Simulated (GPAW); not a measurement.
Consider LaNi2P2 (I4/mmm).

```cif
data_structure
_symmetry_space_group_name_H-M 'P 1'
_symmetry_Int_Tables_number 1
_cell_length_a 5.5877
_cell_length_b 5.5877
_cell_length_c 5.5877
_cell_angle_alpha 137.977
_cell_angle_beta 137.977
_cell_angle_gamma 60.939
_cell_volume 77.33
loop_
_atom_site_label
_atom_site_type_symbol
_atom_site_fract_x
_atom_site_fract_y
_atom_site_fract_z
_atom_site_occupancy
La1 La 0.00000 0.00000 0.00000 1
Ni2 Ni 0.25000 0.75000 0.50000 1
Ni3 Ni 0.75000 0.25000 0.50000 1
P4 P 0.62400 0.62400 0.00000 1
P5 P 0.37600 0.37600 0.00000 1
```

Absorber: atom 4, with 4 Ni at 2.34 Å and 1 P at 2.39 Å (5-fold, site symmetry 4mm). Method: GPAW, LDA, excited-electron core hole (neutral cell), 25-atom cell with 8.0 Å between holes, 3×3×3 k points, dipole transitions, Gaussian full width 0.9 eV up to 4 eV, rising linearly to 3.5 eV at 25 eV, without spin-orbit coupling.

Q: What does the P K edge look like?

Main maxima up to 24 eV above the zero (height): 0.4 eV (1.23), 3.7 eV (2.17), 7.6 eV (1.33) and 16.3 eV (0.84). A K edge sees empty p states on the absorber. The total-energy difference is 2131.49 eV. The functional leaves an error in such absolute values: in the free atom LDA prices this hole 8.5 eV below PBE (computed apart), and PBE is itself good to a few eV.

The P K spectrum (energy from the lowest empty level; intensity scaled to a mean of 1 over the first 20 eV; polarised curves are means over the symmetry-equivalent atoms):

```tsv
E (eV)	isotropic	ε ⊥ c	ε ∥ c
-2.0	0.00	0.00	0.00
-1.5	0.00	0.00	0.00
-1.0	0.01	0.01	0.01
-0.5	0.17	0.12	0.28
0.0	0.87	0.50	1.60
0.5	1.21	0.68	2.27
1.0	0.93	0.60	1.60
1.5	0.86	0.50	1.59
2.0	1.03	0.56	1.99
2.5	1.28	0.88	2.08
3.0	1.59	1.36	2.06
3.5	2.09	1.96	2.36
4.0	2.07	2.04	2.13
4.5	1.51	1.60	1.34
5.0	1.15	1.39	0.67
5.5	1.06	1.35	0.47
6.0	0.92	1.15	0.47
6.5	0.95	1.13	0.61
7.0	1.17	1.28	0.94
7.5	1.32	1.36	1.24
8.0	1.28	1.32	1.20
8.5	1.16	1.23	1.01
9.0	1.07	1.16	0.90
9.5	0.99	1.10	0.78
10.0	0.88	1.01	0.61
10.5	0.75	0.89	0.47
11.0	0.65	0.77	0.42
11.5	0.62	0.70	0.46
12.0	0.65	0.70	0.56
12.5	0.71	0.70	0.72
13.0	0.76	0.69	0.91
13.5	0.80	0.66	1.07
14.0	0.81	0.63	1.17
14.5	0.80	0.61	1.19
15.0	0.81	0.62	1.18
15.5	0.82	0.66	1.14
16.0	0.83	0.72	1.07
16.5	0.84	0.76	0.98
17.0	0.83	0.79	0.91
17.5	0.81	0.79	0.85
18.0	0.79	0.78	0.80
18.5	0.77	0.77	0.77
19.0	0.76	0.76	0.75
19.5	0.75	0.75	0.74
20.0	0.74	0.74	0.74
20.5	0.72	0.72	0.72
21.0	0.70	0.70	0.69
21.5	0.68	0.69	0.67
22.0	0.68	0.70	0.64
22.5	0.69	0.72	0.62
23.0	0.71	0.76	0.61
23.5	0.73	0.79	0.60
24.0	0.74	0.81	0.58
24.5	0.74	0.83	0.57
25.0	0.74	0.83	0.56
25.5	0.73	0.83	0.54
26.0	0.72	0.82	0.52
26.5	0.71	0.81	0.51
27.0	0.69	0.79	0.50
27.5	0.68	0.77	0.50
28.0	0.68	0.77	0.51
28.5	0.69	0.77	0.53
29.0	0.71	0.79	0.56
29.5	0.74	0.81	0.60
30.0	0.78	0.84	0.65
30.5	0.82	0.88	0.70
31.0	0.86	0.91	0.75
31.5	0.88	0.93	0.80
32.0	0.90	0.93	0.83
```

The hole lies in one spin channel, while the script sums the empty states of both and takes the lower zero; where the two channels are split, this blurs and shifts the curve. The starting moments shrank to 0.00 μB or less, so this is hardly a magnetic state. The mesh is coarse (0.33 Å⁻¹ between points), so small maxima may be mesh ripples. The structure is a published determination, not relaxed.

[Banner, clock and machine lines of the logs are left out without a mark of their own.]

[Logs are printed without paths, hosts, clocks, repeated set-up lines and the standing remarks that a program may print on its own settings, such as how far it seeks lower states.]

[Hosts, paths, dates, database ids (printed as entryN), source tags and the programs' standing remarks are cut or masked in the printed files.]

[Lists of maxima count a maximum above −3 eV only where it reaches 4 % of the highest in the window and stands out from its surroundings by 2 % of it (1.5 % where it reaches 55 %); shoulders and weaker maxima are passed over, and of the rest the first, up to two pre-edge ones and the few strongest are named.]
